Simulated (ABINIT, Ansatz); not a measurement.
# TePb (Fm-3m): one start, several treatments of the self-energy

Wanted: the gap of TePb (Fm-3m) under several approximations, with cost.

Method: PBE and many-body steps on it, plane waves, in ABINIT 10.8.3.

**What was measured.**

- Gap 0.19 eV: electronic band gap at 4 K; 4 K; bulk crystal (quoted in “Lattice Properties of PbX (X = S, Se, Te): Experimental Studies and ab initio Calculations Including Spin-Orbit Effects”, 2008, arxiv:0808.3152).

- Gap 0.37 eV: thermally activated gap from Seebeck maximum; Seebeck coefficient maximum; bulk crystal (Bridgman-grown p-type crystal, maximum near 450-500 K) (“Site-Specific Contributions to the Band Inversion in a Topological Crystalline Insulator”, 2015, arxiv:1506.06328).

- Gap 0.32 eV: direct gap at L; earlier experiment (Expt. column of Table 1); 300 K; bulk crystal (literature value) (quoted in “Electronic band structure of epitaxial PbTe (111) thin films observed by angle-resolved photoemission spectroscopy”, 2017, arxiv:1704.07516).

This is a report of a sequence of runs, with most program output left out.

## Step 1: Starting point

The structure is cubic, space group Fm-3m (No. 225). Conventional cell: a = 6.462 Å, b = 6.462 Å, c = 6.462 Å, α = 90.00°, β = 90.00°, γ = 90.00°. Te has 6 Pb at 3.23 Å nearest. Nearest to Pb lie 6 Te at 3.23 Å. Farther neighbours and most contacts between anions are not listed.

The cell and positions come from the Crystallography Open Database and are kept as given unless a step says otherwise. Spin-orbit coupling is left out unless a step names it.

## Step 2: Empty states on the mesh, 4×4×4 mesh, 687 bands

This step: ABINIT 10.8.3; DFT, PBE, plane waves, norm-conserving pseudopotentials.

The sums over transitions need many empty states on a uniform mesh; this step solves for them.

The input, run.abi:

```
acell 3*1.0 Angstrom
rprim 
  -0.000000000000 3.231000000000 3.231000000000
  3.231000000000 0.000000000000 3.231000000000
  3.231000000000 3.231000000000 0.000000000000
ntypat 2
znucl 52 82
natom 2
typat 1 2
xred 
  0.500000000000 0.500000000000 0.500000000000
  0.000000000000 0.000000000000 0.000000000000
pp_dirpath "pseudos"
pseudos "Te.upf, Pb.upf"
ecut 39
ngkpt 4 4 4
nshiftk 1
shiftk 0 0 0
kptopt 1
chksymbreak 0
iscf -2
irdden 1
istwfk *1
nband 687
nbdbuf 62
tolwfr 1e-09
nstep 60
prtvol 0
indata_prefix "in"
outdata_prefix "out"
tmpdata_prefix "tmp"
```

The run is started by

```bash
$ OMP_NUM_THREADS=1 mpirun -n 4 abinit run.abi > log
```

Elapsed: 13 min, on 4 MPI ranks of Arm Neoverse V1, shared host; peak memory 0.93 GiB.

This step gave:

```yaml
gap: 0.7388 eV
k_of_the_valence_top: 0.5, 0, 0
k_of_the_conduction_bottom: 0.5, 0, 0
least_direct_gap: 0.7388 eV
k_points_computed: 8
lowest_point_of_the_top_converged_band_above_the_valence_top: 235.8797 eV
```

On this mesh the gap is 0.739 eV.

The density comes from a self-consistent run that is not shown.

## Step 3: Screening, 4×4×4 mesh, 268 bands, screening to 247.6 eV

The RPA dielectric matrix is built and inverted for each q.

This step: RPA screening on PBE, plane waves, norm-conserving pseudopotentials.

Edit run.abi of step 2 so:

```diff
@@ -20,10 +20,11 @@
 chksymbreak 0
-iscf -2
-irdden 1
 istwfk *1
-nband 687
-nbdbuf 62
-tolwfr 1e-09
-nstep 60
-prtvol 0
+occopt 1
+irdwfk 1
+optdriver 3
+nband 268
+ecuteps 9.1
+inclvkb 2
+awtr 1
+symchi 1
 indata_prefix "in"
```

Run time: 8.4 min. Hardware: 4 MPI ranks; peak memory 2.7 GiB.

Numbers from this step:

- ε∞ with local fields, on this mesh, along the program's q direction: 38.55
- the same without local fields: 41.24
- plasma frequency: 30.66 eV
- plane waves in the screening matrix: 609

Local fields lower ε∞ by 7 %.

## Step 4: G0W0, Godby-Needs plasmon pole

The self-energy is evaluated for the states that the input lists, and the levels follow from it, in one-shot runs by the linearised quasiparticle equation.

This step: G0W0 on PBE, plane waves, norm-conserving pseudopotentials.

Edit run.abi of step 3 so:

```diff
@@ -23,8 +23,17 @@
 irdwfk 1
-optdriver 3
+optdriver 4
 nband 268
+gwcalctyp 0
+ecutsigx 39
+symsigma 1
+nkptgw 2
+kptgw 
+  0.5000000000 0.0000000000 0.0000000000
+  0.0000000000 0.0000000000 0.0000000000
+bdgw 
+  21 26
+  21 26
 ecuteps 9.1
-inclvkb 2
-awtr 1
-symchi 1
+irdscr 1
+ppmodel 1
 indata_prefix "in"
```

It took 2.5 min on 4 MPI ranks; peak memory 2.9 GiB; 10 min of CPU time.

This step gave:

```yaml
g0w0_gap_on_the_points_computed: 0.9270 eV
starting_gap_on_the_mesh: 0.7388 eV
k_of_the_valence_top: 0.5, 0, 0
k_of_the_conduction_bottom: 0.5, 0, 0
z_at_the_valence_top: 0.798
z_at_the_conduction_bottom: 0.808
least_direct_g0w0_gap_on_the_computed_points: 0.9270 eV
```

The gap on the mesh goes from 0.74 eV to 0.93 eV, a correction of +0.19 eV.

## Step 5: G0W0, Hybertsen-Louie plasmon pole

Edit run.abi of step 4 so:

```diff
@@ -37,3 +37,3 @@
 irdscr 1
-ppmodel 1
+ppmodel 2
 indata_prefix "in"
```

Wall time 2.4 min (4 MPI ranks); peak memory 2.8 GiB; 9.7 min of CPU time.

This step gave:

* G0W0 gap on the points computed: 0.8970 eV
* starting gap on the mesh: 0.7388 eV
* k of the valence top: 0.5, 0, 0
* k of the conduction bottom: 0.5, 0, 0
* Z at the valence top: 0.859
* Z at the conduction bottom: 0.865
* least direct G0W0 gap on the computed points: 0.8970 eV

Against G0W0 in ABINIT (4×4×4 mesh, 268 bands, screening to 247.6 eV, Godby-Needs plasmon pole), the gap moves by −0.030 eV.

## Step 6: G0W0, Engel-Farid plasmon pole

Edit run.abi of step 5 so:

```diff
@@ -37,3 +37,3 @@
 irdscr 1
-ppmodel 2
+ppmodel 4
 indata_prefix "in"
```

Run time: 56 s. Hardware: 4 MPI ranks; peak memory 2.6 GiB.

Numbers from this step:

| Quantity | Value |
| --- | --- |
| G0W0 gap on the points computed | 0.984 eV |
| starting gap on the mesh | 0.7388 eV |
| k of the valence top | 0.5, 0, 0 |
| k of the conduction bottom | 0.5, 0, 0 |
| least direct G0W0 gap on the computed points | 0.984 eV |

Against G0W0 in ABINIT (4×4×4 mesh, 268 bands, screening to 247.6 eV, Godby-Needs plasmon pole), the gap moves by +0.057 eV.

## Step 7: One-shot Hartree-Fock

This step: one-shot Hartree-Fock on PBE, plane waves, norm-conserving pseudopotentials.

Edit run.abi of step 6 so:

```diff
@@ -24,4 +24,4 @@
 optdriver 4
-nband 268
-gwcalctyp 0
+nband 27
+gwcalctyp 5
 ecutsigx 39
@@ -35,5 +35,4 @@
   21 26
-ecuteps 9.1
-irdscr 1
-ppmodel 4
+ixc_sigma 40
+fftgw 31
 indata_prefix "in"
```

Wall time 5.1 s (4 MPI ranks); peak memory 0.62 GiB; 20 s of CPU time.

Numbers from this step:

```
quasiparticle gap on the points computed              : 4.825 eV
starting gap on the mesh                              : 0.7388 eV
k of the valence top                                  : 0.5, 0, 0
k of the conduction bottom                            : 0.5, 0, 0
least direct quasiparticle gap on the computed points : 4.825 eV
```

Against G0W0 in ABINIT (4×4×4 mesh, 268 bands, screening to 247.6 eV, Godby-Needs plasmon pole), the gap moves by +3.898 eV.

## Step 8: Side by side

Times are wall times on 4 MPI ranks of Arm Neoverse V1, shared host, good to a factor of about two. A run's time includes the screening step that it read.

```
                               run   mesh  bands  screening cutoff (eV)  DFT gap (eV)  gap on the mesh (eV)  direct (eV)  ε∞ used     time
    G0W0, Godby-Needs plasmon pole  4×4×4    268                  247.6         0.739                 0.927        0.927    38.55   11 min
G0W0, Hybertsen-Louie plasmon pole  4×4×4    268                  247.6         0.739                 0.897        0.897    38.55   11 min
    G0W0, Engel-Farid plasmon pole  4×4×4    268                  247.6         0.739                 0.984        0.984    38.55  9.4 min
             one-shot Hartree-Fock  4×4×4      -                      -         0.739                 4.825        4.825        -    5.1 s
```

## Step 9: Summary of results

| Quantity | Value |
| --- | --- |
| G0W0, Godby-Needs plasmon pole | 0.927 eV |
| G0W0, Hybertsen-Louie plasmon pole | 0.897 eV |
| G0W0, Engel-Farid plasmon pole | 0.984 eV |
| one-shot Hartree-Fock | 4.825 eV |
| known limits | not at the basis limit; model gap, bands may invert with spin-orbit coupling; mesh may overstate the screening; no spin-orbit coupling; coarse k mesh |

In words: G0W0, Hybertsen-Louie plasmon pole: −0.030 eV against G0W0, Godby-Needs plasmon pole. G0W0, Engel-Farid plasmon pole: +0.057 eV against G0W0, Godby-Needs plasmon pole. One-shot Hartree-Fock: +3.898 eV against G0W0, Godby-Needs plasmon pole. Bare exchange alone opens the gap to 4.83 eV; against G0W0, correlation takes back 3.90 eV. Against experiment, by G0W0, Godby-Needs plasmon pole: the gap of 0.93 eV lies +0.74 eV from the measured 0.19 eV (electronic, 4 K, quoted 2008); the gap of 0.93 eV lies +0.56 eV from the measured 0.37 eV (transport, 2015); the direct gap of 0.93 eV lies +0.61 eV from the measured 0.32 eV (direct, 300 K, quoted 2017). An exciton line or allowed optical edge lies below the quasiparticle gap by the binding energy; a forbidden edge can push the onset above it. These are gaps on the mesh, at modest bands and cutoff. The calculation has static nuclei and no excitons; a measured gap holds zero-point and thermal motion, which in such lone-pair compounds can raise it as well as lower it. With atoms this heavy the missing spin-orbit coupling can matter too. Bands and cutoff are finite, so the gap is not at the basis limit. The miss can reach some tenths of an eV and take either sign; the mesh is an error of its own. In the G0W0 runs levels were corrected at 2 k points alone, so a gap called «on the mesh» is the least over those, and an edge elsewhere would be missed. The 4×4×4 mesh is coarse for this cell, which bears on the long-range parts of exchange and screening. Where an edge is built on 6p states of lead, bismuth or thallium, scalar-relativistic gaps usually stand too wide, by a few tenths to over one eV. With atoms this heavy and so narrow a gap, spin-orbit coupling can invert the bands. These scalar-relativistic gaps are then model values, not to be set against experiment, and a spin-orbit change taken from DFT can't simply be added. For the PBE start: The RPA ε∞ on this mesh reaches over 25; with a narrow direct gap a coarse mesh can overstate it, and the correction is then too small.

[Paths, hosts, dates, memory and timing lines, banners, echoed tables and standing remarks are left out of the program output.]

[Logs are printed without paths, hosts, clocks, repeated set-up lines and the standing remarks that a program may print on its own settings, such as how far it seeks lower states.]

[Runs of the session that timed out or met a known fault of the program may be left out.]

[Hosts, paths, dates, database ids (printed as entryN), source tags and the programs' standing remarks are cut or masked in the printed files.]

[G0W0 gaps are taken among the corrected bands and points alone; a level outside them can change the order at an edge.]

[Where Ansatz stands beside ABINIT at settings called matched, ABINIT's density can come from a denser mesh and the files from another edition; pairs whose starting gaps differed by over 0.03 eV were left out, so agreement reads better than it is.]
